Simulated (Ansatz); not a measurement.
**Structural relaxation of glassy Ba4.2Hf30.6O65.3 (216 atoms)**

Wanted: the relaxed structure of glassy Ba4.2Hf30.6O65.3 (216 atoms) and its electronic structure.

Calculated with Ansatz 0.2.0; Kohn-Sham DFT, RPBE, PAW (set soft_2), plane waves.

Measured values to set the calculation against. The Hf-O bond length of an amorphous hafnium oxide film with 12% of Hf replaced by Ba, grown by pulsed laser deposition, was obtained by fitting Hf L3-edge EXAFS (“Structure-evolution-designed amorphous oxides for dielectric energy storage”, 2023, PMC10213053): nearest Hf–O distance 2.08 Å.

## (1) The starting structure

The cell holds 216 atoms: 9 Ba, 66 Hf and 141 O. Cell: a = 14.527 Å, b = 14.527 Å, c = 14.527 Å, α = 90.0°, β = 90.0°, γ = 90.0°. 216 atoms (9 Ba, 66 Zr, 141 O) placed at random at 5.15 g/cm³, melted at 4500 K for 20 ps at fixed volume with the Morse and Coulomb pair potential with partial charges (Pedone, Malavasi, Menziani, Cormack and Segre, J. Phys. Chem. B 110, 11780 (2006)). Quenched from 4500 K to 300 K at 20 K/ps and fixed volume, held 5 ps. Then Zr was replaced by Hf (the potential has no terms for the new elements, so the cell is a start for a DFT relaxation).

What the set-up can't give: The quench rate of 20 K/ps is many orders above laboratory rates, so the cell is likely richer in defects and strain than a real sample. The starting topology of bonds comes from the classical model. Sampling is at Γ alone, for a cell whose shortest periodic width is 15 Å. The levels lack spin–orbit coupling, which is large for the heavy elements here.

## (2) Single point at the start

A single point comes first, to see the forces before anything moves.

File input.yaml:

```yaml
crystal:
  lattice:
    - [14.5266, 0.0, 0.0]
    - [0.0, 14.5266, 0.0]
    - [0.0, 0.0, 14.5266]
  atoms:
    - { symbol: Ba, position: [0.13483, 0.27139, 0.16186] }
    - { symbol: Ba, position: [0.54912, 0.08069, 0.33975] }
    - { symbol: Ba, position: [0.16787, 0.77909, 0.19121] }
    - { symbol: Ba, position: [0.68171, 0.95261, 0.09319] }
    [... 206 atom lines left out ...]
    - { symbol: O, position: [0.99482, 0.00525, 0.83837] }
    - { symbol: O, position: [0.00457, 0.19219, 0.90818] }
    - { symbol: O, position: [0.55202, 0.62925, 0.64094] }
    - { symbol: O, position: [0.46856, 0.41584, 0.36573] }
    - { symbol: O, position: [0.8369, 0.89973, 0.81726] }
    - { symbol: O, position: [0.62408, 0.82492, 0.98102] }
kpoints:
  mp_grid: { grid: [1, 1, 1] }
hamiltonian:
  xc: rpbe
scf:
  occupations: { method: gaussian, width: 0.05 }
output:
  forces: true
  stress: true
  populations: intrinsic
  dos:
    method: { smearing: { sigma: 0.15 } }
    de: 0.1
    projected: { site_lists: { Ba: [Ba], Hf: [Hf], O: [O] } }
  eigenvalues: true
```

On the command line:

```
$ ansatz run input.yaml --threads 8 --pin off --max-ram 15872MiB --backend cpu --events-out ev --progress --plain --runs-dir out
```

Elapsed: 4.9 min, on 8 threads of Arm Neoverse V1, shared host; peak memory 8.4 GiB; 38 min of CPU time.

The program notes that it cut back its work space to fit the memory limit.

Read from the output:

```
free energy                                      : -1172662.7368 eV
free energy per atom                             : -5428.9942 eV/atom
SCF cycles                                       : 13
pressure                                         : -1.566 GPa
r.m.s. force component                           : 0.6803 eV/Å
longest force                                    : 2.814 eV/Å
Fermi energy                                     : 13.18 eV
gap (highest filled to lowest empty level) : 2.898 eV
```

The r.m.s. force component of 0.68 eV/Å and the pressure of -1.6 GPa set the starting point.

Neighbours are counted within 2.82 Å (O-Hf), 3.29 Å (O-Ba).

Length of the force by element and coordination:

```
element  coordination  atoms  mean length of the force (eV/Å)  spread  least   most
     Ba           all      9                            0.694   0.291  0.185   1.21
     Ba             6      5                            0.569   0.242  0.185  0.870
     Ba             7      1                            0.519       0  0.519  0.519
     Ba             8      2                             1.11   0.104   1.00   1.21
     Ba             9      1                            0.667       0  0.667  0.667
     Hf           all     66                             1.59   0.488  0.413   2.81
     Hf             5      1                             1.84       0   1.84   1.84
     Hf             6     56                             1.64   0.479  0.616   2.81
     Hf             7      9                             1.30   0.462  0.413   1.99
      O           all    141                            0.811   0.363  0.154   1.98
      O             2      4                            0.851   0.199  0.589   1.14
      O             3     90                            0.784   0.366  0.154   1.95
      O             4     47                            0.860   0.363  0.347   1.98
```

## (3) Relaxation

The atoms are relaxed in the fixed cell, aiming at the force tolerance of the input.

input.yaml, the sections that differ from step 2:

```yaml
output:
  forces: true
relax:
  f_tol: 0.05
  max_steps: 102
# crystal, kpoints, hamiltonian, scf: as in step 2
```

Wall time 50 min (8 threads); peak memory 8.3 GiB.

Relaxation path:

```
step  energy less that of the first step (eV)  largest force component (eV/Å)
   1                                   0.0000                          2.3885
   2                                  -7.4230                          1.0003
   3                                 -10.6776                          0.4395
   4                                 -11.5469                          0.2751
   5                                 -11.8002                          0.3454
   6                                 -12.0132                          0.2723
   7                                 -12.0913                          0.8019
   8                                 -12.4239                          0.1700
   9                                 -12.5847                          0.2154
  10                                 -12.7560                          0.2004
  11                                 -12.8923                          0.1944
  12                                 -13.0942                          0.2071
  13                                 -13.2058                          0.2510
  14                                 -13.1891                          0.4869
  15                                 -13.2945                          0.1160
  16                                 -13.2946                          0.1585
  17                                 -13.3065                          0.0589
  18                                 -13.3158                          0.0840
  19                                 -13.3221                          0.0474
  20                                 -13.3080                          0.2153
  21                                 -13.3257                          0.0451
  22                                 -13.3283                          0.0364
```

Relaxation steps 14, 20 were tried and not accepted.

The atoms that moved most (Å):

```
atom      dx      dy      dz  length
Hf15   0.275   0.215  -1.132   1.185
O178   0.419   0.498  -0.893   1.105
O135  -0.876   0.588   0.293   1.095
O113  -0.447   0.586   0.647   0.981
O206   0.162   0.698   0.385   0.813
Hf46  -0.165  -0.281  -0.740   0.808
O184  -0.651   0.283   0.359   0.796
 O87   0.213  -0.310  -0.637   0.739
```

The relaxation changed the energy by -61.7 meV/atom, and atoms moved by 0.36 Å r.m.s., 1.2 Å at most.

## (4) Structure statistics after relaxation

Bonds before and after, by the cutoffs listed below:

```
pair  bonds before  bonds after  mean before (Å)  mean after (Å)  spread before (Å)  spread after (Å)
O-Hf           404          397            2.157           2.142              0.122             0.114
```

Density 8.27 g/cm³, 14.19 Å³ an atom.

g(r), total and by pair (bins of 0.2 Å):

```
r (Å)  total   O-O  O-Hf  O-Ba  Hf-Hf  Hf-Ba  Ba-Ba
 1.90   0.30  0.00  0.75  0.00   0.00   0.00   0.00
 2.10   3.27  0.00  8.19  0.00   0.00   0.00   0.00
 2.30   0.88  0.00  2.22  0.00   0.00   0.00   0.00
 2.50   0.34  0.51  0.21  0.74   0.00   0.00   0.00
 2.70   1.14  2.14  0.04  3.80   0.00   0.00   0.00
 2.90   1.25  2.58  0.09  2.06   0.00   0.00   0.00
 3.10   1.13  2.27  0.15  1.01   0.46   0.00   0.00
 3.30   1.00  1.27  0.32  1.05   2.90   0.00   0.00
 3.50   0.78  0.72  0.49  1.09   1.85   1.67   0.00
 3.70   0.84  0.50  0.76  0.63   1.95   3.86   2.17
 3.90   1.01  0.57  1.05  0.57   2.58   2.96   0.00
 4.10   1.12  1.08  1.11  0.57   1.34   1.84   1.81
 4.30   1.02  0.90  1.27  0.62   0.52   1.90   1.65
 4.50   0.95  0.56  1.48  0.94   0.45   1.11   1.44
 4.70   0.96  0.60  1.47  1.03   0.43   0.74   0.00
 4.90   1.02  0.89  1.34  1.04   0.33   0.51   1.24
 5.10   1.08  1.07  1.18  1.48   0.67   0.63   0.00
 5.30   1.04  1.30  0.82  1.40   0.69   0.51   0.00
 5.50   1.02  1.29  0.73  1.72   0.83   0.27   0.00
 5.70   1.02  1.37  0.76  0.95   0.82   0.64   0.00
 5.90   1.01  1.08  0.86  1.05   1.50   0.65   0.00
 6.10   0.98  0.97  0.93  0.80   1.27   1.10   0.81
 6.30   0.88  0.90  0.77  0.60   1.37   1.09   0.76
 6.50   0.97  0.96  1.00  0.57   1.16   0.82   1.42
 6.70   0.99  0.91  1.00  0.85   1.19   1.92   1.34
 6.90   1.02  0.93  1.10  0.94   1.08   1.03   1.27
 7.10   0.98  0.88  1.08  0.82   0.96   1.10   2.37
```

Bonds by pair of elements; cutoffs follow the first minimum of g(r), held within bounds set by covalent radii, and pairs that aren't listed don't count as bonded:

```
pair A-B  cutoff (Å)  bonds  mean length (Å)  spread (Å)  shortest (Å)  B about A  A about B
    O-Hf        2.82    397             2.14       0.114          1.91       2.82       6.01
    O-Ba        3.29     64             2.83       0.178          2.49      0.454       7.11
```

The cutoff for O-Ba falls short of the minimum of g(r), so counts run low and odd coordinations can be artefacts.

How many atoms have how many bonded neighbours:

```
element  mean  2   3   4  5   6  7  8  9
     Ba  7.11  0   0   0  0   1  7  0  1
     Hf  6.01  0   0   0  8  50  7  1  0
      O  3.27  6  91  44  0   0  0  0  0
```

Bond angles, per cent of each kind in bins of 5°:

```
angle (°)  O-Hf-O  Hf-O-Hf  Ba-O-Hf
    60–65     0.5      0.0      0.0
    65–70     1.4      0.0      0.0
    70–75     8.2      0.0      0.0
    75–80    13.5      0.0      0.0
    80–85     9.3      1.3      2.5
    85–90     9.8      1.8      9.5
    90–95    10.5      6.9     13.3
   95–100     7.4      9.5     18.4
  100–105     6.3     21.6     16.5
  105–110     3.6     10.3      8.9
  110–115     2.5      2.9      8.9
  115–120     1.9      4.5      8.9
  120–125     1.7      7.4      1.9
  125–130     2.4      6.1      1.9
  130–135     0.9      6.1      3.2
  135–140     2.1      6.1      2.5
  140–145     2.2      4.5      1.9
  145–150     3.5      4.8      1.3
  150–155     2.1      3.7      0.6
  155–160     3.1      1.3      0.0
  160–165     2.4      1.1      0.0
  165–170     2.2      0.3      0.0
  170–175     1.9      0.0      0.0
  175–180     0.7      0.0      0.0
```

Bond angles (no mean is given where the spread exceeds 20°):

```
  angle  count  mean (°)  spread (°)
 O-Hf-O   1005         -           -
Hf-O-Hf    379       117        19.5
Ba-O-Hf    158       106        14.9
Ba-O-Ba      6       100        11.3
```

Bond length by coordination (bonds to H left out):

```
element  coordination  atoms  mean bond length (Å)
     Ba             6      1                  2.74
     Ba             7      7                  2.84
     Ba             9      1                  2.81
     Hf             5      8                  2.08
     Hf             6     50                  2.13
     Hf             7      7                  2.21
     Hf             8      1                  2.28
      O             2      6                  2.01
      O             3     91                  2.17
      O             4     44                  2.35
```

For some of the pairs, g(r) has its first main peak near 2.9 Å (O-O), 2.1 Å (O-Hf), 2.7 Å (O-Ba) and 3.7 Å (Hf-Ba).

## (5) Single point at the relaxed geometry

One more single point at the end of the walk gives the fuller output and checks the residual forces.

File input.yaml:

```yaml
crystal:
  lattice:
    - [14.5266, 0.0, 0.0]
    - [0.0, 14.5266, 0.0]
    - [0.0, 0.0, 14.5266]
  atoms:
    - { symbol: Ba, position: [0.15681, 0.2657, 0.17499] }
    - { symbol: Ba, position: [0.56487, 0.08154, 0.33891] }
    - { symbol: Ba, position: [0.17708, 0.79332, 0.21374] }
    - { symbol: Ba, position: [0.68945, 0.96375, 0.09773] }
    [... 206 atom lines left out ...]
    - { symbol: O, position: [0.97879, 0.03049, 0.8677] }
    - { symbol: O, position: [0.01842, 0.22424, 0.91529] }
    - { symbol: O, position: [0.54365, 0.62856, 0.63573] }
    - { symbol: O, position: [0.45928, 0.40633, 0.37472] }
    - { symbol: O, position: [0.83203, 0.91485, 0.83245] }
    - { symbol: O, position: [0.62128, 0.80314, 0.97577] }
kpoints:
  mp_grid: { grid: [1, 1, 1] }
hamiltonian:
  xc: rpbe
scf:
  occupations: { method: gaussian, width: 0.05 }
output:
  forces: true
  stress: true
  populations: true
  dos:
    method: { smearing: { sigma: 0.15 } }
    de: 0.1
    projected: { site_lists: { Ba: [Ba], Hf: [Hf], O: [O] } }
  eigenvalues: true
  write_density: true
  write_potential: true
  volumetric_format: npy
```

Elapsed: 5.2 min, on 8 threads; peak memory 8.4 GiB; 40 min of CPU time.

Numbers from this run:

```yaml
free_energy: -1172676.0651 eV
free_energy_per_atom: -5429.0559 eV/atom
scf_cycles: 12
pressure: 0.02833 GPa
r_m_s_force_component: 0.00587 eV/Å
longest_force: 0.04532 eV/Å
fermi_energy: 13.07 eV
spacing_of_highest_filled_and_lowest_empty_level: 3.993 eV
spilling_of_the_projection: 0.003372
```

Löwdin charges by element (they lack the spilled electrons, 0.041 e an atom on average):

```
element  coordination  atoms  mean charge (e)  spread   least    most
     Ba           all      9             1.81  0.0044    1.81    1.82
     Hf           all     66             1.45  0.0384    1.35    1.53
      O           all    141           -0.729  0.0476  -0.873  -0.638
```

States in the cell by windows of 1 eV, zero at the Fermi level; the larger projections on atomic orbitals stand beside the total:

```
from (eV)  to (eV)  total    O p   Hf d   Hf f
      -14      -13   34.2    0.2    0.1   27.4
      -13      -12  935.6    4.0    0.9  888.3
      -12      -11    8.2    0.2    0.1    3.8
      -11       -8    0.0    0.0    0.0    0.0
       -8       -7    2.1    1.5    0.4    0.0
       -7       -6  103.0   72.2   22.3    0.3
       -6       -5  194.1  142.3   41.9    0.5
       -5       -4  187.7  151.6   26.3    0.6
       -4       -3  218.4  193.8   15.9    0.8
       -3       -2  139.3  129.7    5.7    0.4
       -2       -1    1.3    1.2    0.0    0.0
       -1        1    0.0    0.0    0.0    0.0
        1        2    5.1    0.5    3.7    0.0
        2        3  115.5   12.2   89.7    0.0
        3        4  173.7   22.5  127.1    0.0
        4        5  149.8   21.8   89.8    0.0
```

Between -26 and -14 eV lie 282 more states.

The stored curve holds about 2106 of the 2652 electrons; the rest, give or take the few that broadening carries across the Fermi level, lie in deeper levels below its range.

The levels nearest the highest filled one (over half full), pooled over k-points and spins:

```
level less the highest filled one (eV)  occupation
                                -0.240           2
                                -0.213           2
                                -0.159           2
                                -0.110           2
                               -0.0487           2
                                     0           2
                                  3.99           0
                                  4.00           0
                                  4.06           0
                                  4.11           0
                                  4.15           0
                                  4.17           0
```

Mean Löwdin charges: Ba +1.81, Hf +1.45, O -0.73 e (they miss 0.34 % of the electrons, so they add up to more than the cell's charge). The largest share in the top eV of filled states is O p (94 % of the projected weight), and in the lowest eV of empty states Hf d (82 % of the projected weight).

## (6) Summary of results

```json
{
  "energy change in the relaxation": "-61.7 meV/atom",
  "r.m.s. displacement": "0.357 Å",
  "largest displacement": "1.185 Å",
  "free energy per atom": "-5429.0559 eV/atom",
  "pressure": "0.02833 GPa",
  "r.m.s. force component": "0.00587 eV/Å",
  "gap (highest filled to lowest empty level)": "3.993 eV",
  "wall time of the 3 DFT runs": "60 min"
}
```

What this shows: Relaxation lowers the energy by 61.7 meV/atom and moves atoms by 0.36 Å r.m.s.; the r.m.s. force component goes from 0.68 to 0.0059 eV/Å, the pressure goes from -1.6 to 0.028 GPa, and the gap from 2.90 to 3.99 eV. From the first step to the last the energy fell by 13.328 eV, and the largest move was 1.19 Å (Hf15). The O-Hf bonds go from 2.157 Å (spread 0.122) to 2.142 Å (spread 0.114), and their number from 404 to 397. Between filled and empty levels lie 3.99 eV (at Γ alone); a semilocal functional tends to put such gaps too low. In a disordered cell it changes from sample to sample, and tail or defect levels can set it.

**Limits.** The starting topology of bonds comes from the classical model; in DFT atoms moved by 0.36 Å r.m.s.

Calculation beside experiment:

```
             quantity  measured  this cell  difference  method of the measurement
nearest Hf–O distance    2.08 Å     2.12 Å      +1.9 %                  EXAFS fit
```

The cell differs from the measured distances by up to 1.9 %. Distances of this cell are positions of the first main peak of g(r), or bond means where the peak is narrow; means over all bonds within a cutoff lie farther out for broad shells. The network comes from the model that made the cell; in DFT atoms moved by 0.36 Å r.m.s.

[Logs are printed without paths, hosts, clocks, repeated set-up lines and the standing remarks that a program may print on its own settings, such as how far it seeks lower states.]

[Hosts, paths, dates, database ids (printed as entryN), source tags and the programs' standing remarks are cut or masked in the printed files.]
